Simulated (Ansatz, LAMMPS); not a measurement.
# Glassy 97GeO2-3Na2O (mol %) (93 atoms) under strain, part 4 of 4

Aim: relax glassy 97GeO2-3Na2O (mol %) (93 atoms), then change its volume and shape to read moduli from the stress.

Ansatz 0.2.0; Kohn-Sham DFT, PBE, PAW (set soft_2), plane waves.

The cell: 30 Ge, 2 Na and 61 O. The quench rate of 60 K/ps is orders of magnitude faster than experiment. The network of bonds at the start is that of the classical potential that made the cell. Only the Γ point is sampled.

So far. Step 10 (Stretched by 1 % along x): The relaxation converged after 3 steps, 0.0654 eV below its start, with a largest force component of 0.041 eV/Å. Step 10 (Stretched by 1 % along x): Stretched by 1 % along x: the energy stands 0.0312 eV above that of the reference, at a pressure of -0.501 GPa.

## 11. Compressed by 1 % along x

The relaxed cell is strained along x alone, which gives the stiffness along x and its coupling to y and z.

Input file input.yaml:

```yaml
crystal:
  lattice:
    - [10.54622, -0.22405, 0.4097]
    - [-0.22181, 11.23649, -0.18048]
    - [0.4056, -0.18048, 11.35836]
  atoms:
    [... the 93 atom lines of step 4 ...]
kpoints:
  mp_grid: { grid: [1, 1, 1] }
hamiltonian:
  xc: pbe
scf:
  occupations: { method: fermi_dirac, width: 0.05 }
output:
  forces: true
  eigenvalues: true
  stress: true
relax:
  f_tol: 0.05
  max_steps: 70
```

Command:

```console
$ ansatz run input.yaml --threads 4 --pin off --max-ram 8192MiB --backend cpu --events-out ev --progress --plain --runs-dir out
```

Numbers of over 12 decimals in the logs are rounded to 6 here.

What it wrote:

```text
[...]
Crystal: 93 atoms, lattice volume = 1343.252 Å³
Basis set: ecut = 420 eV, 26233 PW (Γ), exchange–correlation on 144×160×160 points (8 copies of the dense FFT grid, shifted against one another)
Bands: 495, of which v1, the nominal top of the filled ones, is band 402 counted from 1 (401 counted from 0)
Symmetry: 1 space group operations
[...]
k-points: 1
[...]
SCF iter   1: F=—  HF=-166426.868517 eV  |F-HF|=—  |Δ(HF+E_count)|=         —  Δρ=2.36e-3  dr2=8.25e-2  ethr=1.77e-3  ⟨swp⟩=6.0  Hψ=1943  notcnv=0  defer=44
[...]
SCF iter   6: F=-166426.870772 eV  HF=-166426.870770 eV  |F-HF|=2.29e-6  |Δ(HF+E_count)|=   3.30e-6  Δρ=2.59e-5  dr2=8.14e-6  ethr=7.77e-9  ⟨swp⟩=8.0  Hψ=2226  notcnv=0
SCF 1 converged in 6 iterations: F = -166426.870772 eV  dr2 = 8.14e-6
[...]
relax step   1: F+E_penalty+E_count = -166426.87077225 eV  Δ(F+E_penalty+E_count) = +0.000e0 eV  max|allowed force component| = 4.141e-1 eV/Å  Δτ_max = 0.0000 Å  (6 SCF iters, dr2 threshold 6.25e-5 eV, accepted)
[...]
relax step   2: F+E_penalty+E_count = -166426.92215329 eV  Δ(F+E_penalty+E_count) = -5.138e-2 eV  max|allowed force component| = 2.005e-1 eV/Å  Δτ_max = 0.0228 Å  (6 SCF iters, dr2 threshold 1.07e-5 eV, accepted)
[...]
relax step   3: F+E_penalty+E_count = -166426.94347498 eV  Δ(F+E_penalty+E_count) = -2.132e-2 eV  max|allowed force component| = 4.794e-2 eV/Å  Δτ_max = 0.0203 Å  (6 SCF iters, dr2 threshold 2.51e-6 eV, accepted)
[...]
relax step   4: F+E_penalty+E_count = -166426.94347583 eV  Δ(F+E_penalty+E_count) = -8.536e-7 eV  max|allowed force component| = 4.796e-2 eV/Å  Δτ_max = 0.0000 Å  (4 SCF iters, accepted)
SCF converged after 4 iterations
Free energy (F): -166426.943476 eV
[...]
Internal energy: -166426.943476 eV  (E = F + TS)
E sigma→0 (E₀):  -166426.943476 eV
Fermi energy:    5.039080 eV
[...]
--- Forces (eV/Å), atoms counted from 1 ---
  atom   1  Ge    -0.02591893     0.00237195     0.00224124
  atom   2  Ge     0.01261469     0.00582499    -0.00684046
  atom   3  Ge     0.02316109     0.01777506    -0.01723463
  atom   4  Ge     0.02736450     0.03778314    -0.00097413
  atom   5  Ge    -0.00684708     0.01675573     0.01775845
  atom   6  Ge    -0.00027134    -0.01106009    -0.02123831
  atom   7  Ge    -0.00574155     0.00022194     0.00879235
  atom   8  Ge     0.01108273     0.00963789    -0.02736183
  atom   9  Ge    -0.02786613    -0.00654181     0.01566414
  atom  10  Ge     0.00702291    -0.00431831     0.01882336
  atom  11  Ge     0.01227428    -0.00322265     0.02787037
  atom  12  Ge    -0.04392944    -0.01788531     0.00263461
  atom  13  Ge     0.02856896     0.01980514    -0.00864845
  atom  14  Ge    -0.00478928    -0.00720594    -0.03451985
[...]
atom  92  O     -0.00579031    -0.00686604     0.00965673
  atom  93  O     -0.01312834     0.00633768     0.02113100
  max |Σ_I F_I| component: 4.67e-5 eV/Å
--- Stress (GPa, compression-positive) ---
        0.863514      -0.014845       0.001345
       -0.014846       0.404165      -0.008391
        0.001346      -0.008391       0.379219
  P = ⅓ Tr σ = 0.5490 GPa (5.490 kbar)
--- Band table (eV) ---
[...]
--- Relaxed structure (4 steps of the walk, 4 accepted, 0 SCFs on fresh bases) ---
  F+E_penalty+E_count = -166426.94347583 eV   max|allowed force component| = 4.796e-2 eV/Å
  atoms:
    - { symbol: Ge, position: [0.543480, 0.802049, 0.088756] }
    - { symbol: Ge, position: [0.782351, 0.566789, 0.622354] }
    - { symbol: Ge, position: [0.092477, 0.757474, 0.170054] }
    - { symbol: Ge, position: [0.708429, 0.858261, 0.674783] }
[...]
- { symbol: O, position: [0.274770, 0.867791, 0.652867] }
```

Wall time 89 s (4 threads of Arm Neoverse V2, shared host); peak memory 2 GiB.

The relaxation converged after 4 steps, 0.0727 eV below its start, with a largest force component of 0.048 eV/Å.

Compressed by 1 % along x: the energy stands 0.0268 eV above that of the reference, at a pressure of 0.549 GPa.

## 12. Sheared by 2 % in xy

A shear of the relaxed cell gives the modulus that volume changes can't reach.

input.yaml, the sections that differ from step 11:

```yaml
crystal:
  lattice:
    - [10.65051, -0.11752, 0.4097]
    - [-0.11169, 11.23425, -0.18048]
    - [0.4079, -0.17638, 11.35836]
  atoms:
    [... the 93 atom lines of step 4 ...]
# kpoints, hamiltonian, scf, output, relax: as in step 11
```

What it wrote:

```text
[...]
Crystal: 93 atoms, lattice volume = 1356.685 Å³
Basis set: ecut = 420 eV, 26483 PW (Γ), exchange–correlation on 144×160×160 points (8 copies of the dense FFT grid, shifted against one another)
Bands: 495, of which v1, the nominal top of the filled ones, is band 402 counted from 1 (401 counted from 0)
Symmetry: 1 space group operations
[...]
k-points: 1
[...]
SCF iter   1: F=—  HF=-166426.800518 eV  |F-HF|=—  |Δ(HF+E_count)|=         —  Δρ=2.37e-3  dr2=8.37e-2  ethr=1.77e-3  ⟨swp⟩=6.0  Hψ=1945  notcnv=0  defer=39
[...]
SCF iter   6: F=-166426.803175 eV  HF=-166426.803173 eV  |F-HF|=2.46e-6  |Δ(HF+E_count)|=   2.61e-6  Δρ=2.62e-5  dr2=8.37e-6  ethr=7.77e-9  ⟨swp⟩=8.0  Hψ=2258  notcnv=0
SCF 1 converged in 6 iterations: F = -166426.803175 eV  dr2 = 8.37e-6
[...]
relax step   1: F+E_penalty+E_count = -166426.80317527 eV  Δ(F+E_penalty+E_count) = +0.000e0 eV  max|allowed force component| = 5.249e-1 eV/Å  Δτ_max = 0.0000 Å  (6 SCF iters, dr2 threshold 6.25e-5 eV, accepted)
[...]
relax step   2: F+E_penalty+E_count = -166426.88681301 eV  Δ(F+E_penalty+E_count) = -8.364e-2 eV  max|allowed force component| = 2.777e-1 eV/Å  Δτ_max = 0.0276 Å  (6 SCF iters, dr2 threshold 1.72e-5 eV, accepted)
[...]
relax step   3: F+E_penalty+E_count = -166426.89411581 eV  Δ(F+E_penalty+E_count) = -7.303e-3 eV  max|allowed force component| = 2.690e-1 eV/Å  Δτ_max = 0.2000 Å  (8 SCF iters, dr2 threshold 4.82e-6 eV, accepted)
relax step   4: F+E_penalty+E_count = -166426.92368642 eV  Δ(F+E_penalty+E_count) = -2.957e-2 eV  max|allowed force component| = 4.118e-2 eV/Å  Δτ_max = 0.0834 Å  (6 SCF iters, dr2 threshold 2.03e-5 eV, accepted)
[...]
relax step   5: F+E_penalty+E_count = -166426.92368867 eV  Δ(F+E_penalty+E_count) = -2.247e-6 eV  max|allowed force component| = 4.115e-2 eV/Å  Δτ_max = 0.0000 Å  (4 SCF iters, accepted)
SCF converged after 4 iterations
Free energy (F): -166426.923689 eV
[...]
Internal energy: -166426.923689 eV  (E = F + TS)
E sigma→0 (E₀):  -166426.923689 eV
Fermi energy:    4.913351 eV
[...]
--- Forces (eV/Å), atoms counted from 1 ---
  atom   1  Ge     0.01444793    -0.02119397     0.02367437
  atom   2  Ge    -0.00246326    -0.00739593     0.00306436
  atom   3  Ge     0.02242269    -0.01120645    -0.02181123
  atom   4  Ge    -0.01138502    -0.00586466    -0.00799478
  atom   5  Ge     0.00731164     0.00275800     0.02727956
  atom   6  Ge    -0.01293198    -0.00270931    -0.00571895
  atom   7  Ge    -0.00652627     0.01435257     0.00970779
  atom   8  Ge    -0.01065911     0.03724788    -0.02249051
  atom   9  Ge    -0.01090892     0.04115135     0.00527921
  atom  10  Ge    -0.00261567     0.01596642    -0.02108093
  atom  11  Ge    -0.01861700     0.01775878     0.00326415
  atom  12  Ge    -0.01025620    -0.01106510     0.00734793
  atom  13  Ge    -0.00028268    -0.01069156    -0.01212465
  atom  14  Ge     0.00969125     0.01365523    -0.00084357
[...]
atom  92  O      0.00385132    -0.00952691    -0.01897718
  atom  93  O     -0.00634804     0.01904709    -0.01829145
  max |Σ_I F_I| component: 1.71e-4 eV/Å
--- Stress (GPa, compression-positive) ---
       -0.002273      -0.586711       0.016362
       -0.586710      -0.047788       0.039328
        0.016363       0.039328      -0.047763
  P = ⅓ Tr σ = -0.0326 GPa (-0.326 kbar)
--- Band table (eV) ---
[...]
--- Relaxed structure (5 steps of the walk, 5 accepted, 0 SCFs on fresh bases) ---
  F+E_penalty+E_count = -166426.92368867 eV   max|allowed force component| = 4.115e-2 eV/Å
  atoms:
    - { symbol: Ge, position: [0.541724, 0.800374, 0.087638] }
    - { symbol: Ge, position: [0.781210, 0.565831, 0.621919] }
    - { symbol: Ge, position: [0.093058, 0.758719, 0.172071] }
    - { symbol: Ge, position: [0.707293, 0.857975, 0.674609] }
[...]
- { symbol: O, position: [0.275049, 0.869964, 0.653291] }
```

Wall time 1.9 min (4 threads); peak memory 2.1 GiB; 7.4 min of CPU time.

The relaxation converged after 5 steps, 0.121 eV below its start, with a largest force component of 0.041 eV/Å.

Sheared by 2 % in xy: the energy stands 0.0466 eV above that of the reference, at a pressure of -0.0326 GPa.

## 13. Pressure against volume

Atoms are relaxed at each volume, in the scaled cell.

```tsv
volume change (%)	volume (Å³/atom)	energy change (meV/atom)	pressure (GPa)	largest move on relaxing (Å)	bonds	gap (eV)
-10	13.131	23.52	5.55	0.40	136	2.34
-6	13.714	7.95	3.08	0.30	134	2.26
-3	14.152	1.91	1.50	0.12	132	2.19
+0	14.589	0.00	0.02	-	132	2.11
+3	15.027	1.63	-1.31	0.22	132	2.01
+6	15.465	6.91	-2.59	0.39	132	1.90
```

## 14. Uniaxial strain and shear

Stress (GPa, compression positive) less that of the relaxed cell, atoms relaxed:

```tsv
strain	xx	yy	zz	xy	energy change (meV/atom)
stretched by 1 % along x	-0.861	-0.401	-0.306	-0.011	0.34
compressed by 1 % along x	0.846	0.392	0.343	-0.008	0.29
sheared by 2 % in xy	-0.020	-0.060	-0.084	-0.580	0.50
```

## 15. What came out

The bulk modulus, from the slope of pressure against ln V over the three points nearest the relaxed volume, is 46.9 GPa; a quadratic over all points gives a pressure derivative of about 2.1. The count of bonds runs from 132 to 136 over the series, so at some points contacts cross the cutoffs. The gap goes from 2.34 eV at the smallest volume to 1.90 eV at the largest, -2.7 eV per unit of ln V by a straight line, on the run's k-points. In the Cartesian axes of the cell, finite differences give C11 = 85.4, C12 = 39.7, C13 = 32.4 and C66 = 29.0 GPa (the shear of 2 % is the engineering strain, εxy = 0.01). The mean of C11, C12 and C13, which equals the bulk modulus in a cubic or isotropic solid, is 52.5 GPa: it lies 12 % over the bulk modulus from the volumes. For an isotropic solid C66 would equal (C11 − C12)/2 = 22.9 GPa; so small a sample needn't be isotropic, and C66 rests on one shear. With the bulk modulus and C66 as K and G, Young's modulus would be about 72 GPa and Poisson's ratio 0.24.

Caveats: Strains are finite and relaxations stop at the force tolerance of the input, which can leave moduli too stiff; they are those of a static cell at zero temperature. Volumes are changed with the cell's shape held, so in an anisotropic solid the modulus lies over the one under free hydrostatic load. The program notes that the SCF threshold of the relaxations is loose for the stress.

The DFT runs together took 28 min of wall time.

[Logs are printed without paths, hosts, clocks, repeated set-up lines and the standing remarks that a program may print on its own settings, such as how far it seeks lower states.]

[Hosts, paths, dates, database ids (printed as entryN), source tags and the programs' standing remarks are cut or masked in the printed files.]
